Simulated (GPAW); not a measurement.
## Ga2AsP (R3m): G0W0 on several meshes in GPAW

Wanted: mesh dependence and cost of G0W0 for Ga2AsP (R3m).

Method: LDA and many-body steps on it, plane waves, in GPAW 26.7.0.

Report form: the programs' logs are mostly left out.

## (1) Starting point

It takes space group R3m (No. 160, trigonal). Conventional cell: a = 3.930 Å, b = 3.930 Å, c = 19.252 Å, α = 90.00°, β = 90.00°, γ = 120.00°. Nearest to Ga lie 3 P at 2.39 Å and 1 As at 2.45 Å. Ga has 1 P at 2.36 Å and 3 As at 2.42 Å nearest. P has 4 Ga at 2.36 to 2.39 Å nearest. Nearest to As lie 4 Ga at 2.42 to 2.45 Å. Farther neighbours are not listed.

Coordinates:

```
Ga P As
1.0
     1.96511    1.13456    6.41726
    -1.96511    1.13456    6.41726
     0.00000   -2.26911    6.41726
Ga P As
2 1 1
Direct
  0.99756 0.99756 0.99756
  0.50249 0.50249 0.50249
  0.62500 0.62500 0.62500
  0.12493 0.12493 0.12493
```

The cell and positions are those that the Materials Project relaxed with its own functionals (PBE, PBE+U or r2SCAN), kept fixed.

## (2) Empty states on the mesh, 4×4×4 mesh, 204 bands

This step: GPAW 26.7.0; DFT, LDA, plane waves, PAW.

The sums over transitions need many empty states on a uniform mesh; this step solves for them.

Contents of run.py:

```python
import json
import numpy as np
from gpaw.mpi import world
from gpaw import GPAW

calc = GPAW('gs.gpw').fixed_density(kpts={'size': (4, 4, 4), 'gamma': True},
    parallel={'domain': 1, 'band': 1},
    txt='nscf.txt')
calc.diagonalize_full_hamiltonian(nbands=204)
calc.write('full.gpw', mode='all')
res = {}
kpts = calc.get_ibz_k_points()
res['kpts'] = kpts
res['eigenvalues'] = [calc.get_eigenvalues(kpt=k) for k in range(len(kpts))]
res['n_electrons'] = calc.get_number_of_electrons()

if world.rank == 0:
    with open('result.json', 'w') as f:
        json.dump(res, f, default=lambda x: x.tolist())
```

Command:

```console
mpirun -n 4 gpaw python run.py
```

Run time: 33 s. Hardware: 4 MPI ranks of Arm Neoverse V2, shared host; peak memory 2 GiB.

Numbers from this step:

* gap: 0.8630 eV
* k of the valence top: 0, 0, 0
* k of the conduction bottom: 0, 0, 0
* least direct gap: 0.8630 eV
* k points computed: 13
* lowest point of the top converged band, above the valence top: 90.1694 eV

On this mesh the gap is 0.863 eV.

## (3) 4×4×4

G0W0 replaces the xc potential by the self-energy, built once from these orbitals. Only a window of levels is corrected, while the sums run over the empty bands that the input names.

This step: G0W0 on LDA, plane waves, PAW.

Contents of run.py:

```python
import json
import numpy as np
from gpaw.mpi import world
from gpaw.response.g0w0 import G0W0

gw = G0W0('full.gpw',
    filename='gw',
    kpts=[0],
    bands=(6, 10),
    ecut=60,
    nbands=90,
    integrate_gamma='WS',
    ppa=True)
gw.calculate()
res = {mode: {k: v for k, v in r.items() if k != 'sigma_eskwn'}
       for mode, r in gw.all_results.items()}

if world.rank == 0:
    with open('result.json', 'w') as f:
        json.dump(res, f, default=lambda x: x.tolist())
```

Command:

```console
mpirun -n 4 gpaw python run.py
```

Elapsed: 69 s, on 4 MPI ranks; peak memory 1.5 GiB.

This step gave:

```yaml
g0w0_gap_on_the_points_computed: 1.933 eV
least_direct_g0w0_gap_on_the_computed_points: 1.933 eV
z_at_the_valence_top: 0.7857
z_at_the_conduction_bottom: 0.7907
starting_gap_on_the_mesh: 0.8630 eV
k_of_the_valence_top: 0, 0, 0
k_of_the_conduction_bottom: 0, 0, 0
```

The gap on the mesh goes from 0.86 eV to 1.93 eV, a correction of +1.07 eV.

## (4) Empty states on the mesh, 2×2×2 mesh, 100 bands

This step: DFT, LDA, plane waves, PAW.

Contents of run.py:

```python
import json
import numpy as np
from gpaw.mpi import world
from gpaw import GPAW

calc = GPAW('gs.gpw').fixed_density(kpts={'size': (2, 2, 2), 'gamma': True},
    nbands=116,
    convergence={'bands': 100},
    txt='nscf.txt')
calc.write('full.gpw', mode='all')
res = {}
kpts = calc.get_ibz_k_points()
res['kpts'] = kpts
res['eigenvalues'] = [calc.get_eigenvalues(kpt=k) for k in range(len(kpts))]
res['n_electrons'] = calc.get_number_of_electrons()

if world.rank == 0:
    with open('result.json', 'w') as f:
        json.dump(res, f, default=lambda x: x.tolist())
```

Command:

```console
mpirun -n 4 gpaw python run.py
```

The job ended after 14 s (4 MPI ranks; peak memory 0.88 GiB).

Numbers from this step:

```
gap                                                           : 0.8630 eV
k of the valence top                                          : 0, 0, 0
k of the conduction bottom                                    : 0, 0, 0
least direct gap                                              : 0.8630 eV
k points computed                                             : 4
lowest point of the top converged band, above the valence top : 49.42 eV
```

On this mesh the gap is 0.863 eV.

## (5) 2×2×2

This step: G0W0 on LDA, plane waves, PAW.

Contents of run.py:

```python
import json
import numpy as np
from gpaw.mpi import world
from gpaw.response.g0w0 import G0W0

gw = G0W0('full.gpw',
    filename='gw',
    kpts=[0],
    bands=(6, 10),
    ecut=60,
    nbands=90,
    integrate_gamma='WS',
    ppa=True)
gw.calculate()
res = {mode: {k: v for k, v in r.items() if k != 'sigma_eskwn'}
       for mode, r in gw.all_results.items()}

if world.rank == 0:
    with open('result.json', 'w') as f:
        json.dump(res, f, default=lambda x: x.tolist())
```

Command:

```console
mpirun -n 4 gpaw python run.py
```

Elapsed: 8.1 s, on 4 MPI ranks; peak memory 1.3 GiB; 32 s of CPU time.

This step gave:

| Item | Value |
| --- | --- |
| G0W0 gap on the points computed | 2.152 eV |
| least direct G0W0 gap on the computed points | 2.152 eV |
| Z at the valence top | 0.7919 |
| Z at the conduction bottom | 0.7951 |
| starting gap on the mesh | 0.8630 eV |
| k of the valence top | 0, 0, 0 |
| k of the conduction bottom | 0, 0, 0 |

Against G0W0 in GPAW (4×4×4 mesh, 90 bands, screening to 60 eV, Godby-Needs plasmon pole), the gap moves by +0.218 eV.

## (6) The runs together

Times are wall times on 4 MPI ranks of Arm Neoverse V2, shared host, good to a factor of about two.

```csv
run,mesh,bands,screening cutoff (eV),DFT gap (eV),gap on the mesh (eV),direct (eV),time
4×4×4,4×4×4,90,60,0.863,1.933,1.933,69 s
2×2×2,2×2×2,90,60,0.863,2.152,2.152,8.1 s
```

## (7) Results

| Item | Value |
| --- | --- |
| 4×4×4 | 1.933 eV |
| 2×2×2 | 2.152 eV |
| known limits | not at the basis limit; no spin-orbit coupling; coarse k mesh |

**Reading.** 2×2×2: +0.218 eV against 4×4×4. Bands and cutoff are finite, so the gap is not at the basis limit. The miss can reach some tenths of an eV and take either sign; the mesh is an error of its own. These stock PAW sets were not made for GW; the filled d or f shell of As and Ga lies in the frozen core, which bears on start and correction. In the G0W0 runs levels were corrected at 1 k point alone, so a gap called «on the mesh» is the least over those, and an edge elsewhere would be missed. The many-body steps are scalar-relativistic: spin-orbit coupling is not in them.

[Paths, hosts, dates, memory and timing lines, banners, echoed tables and standing remarks are left out of the program output.]

[Logs are printed without paths, hosts, clocks, repeated set-up lines and the standing remarks that a program may print on its own settings, such as how far it seeks lower states.]

[Runs of the session that timed out or met a known fault of the program may be left out.]

[Hosts, paths, dates, database ids (printed as entryN), source tags and the programs' standing remarks are cut or masked in the printed files.]
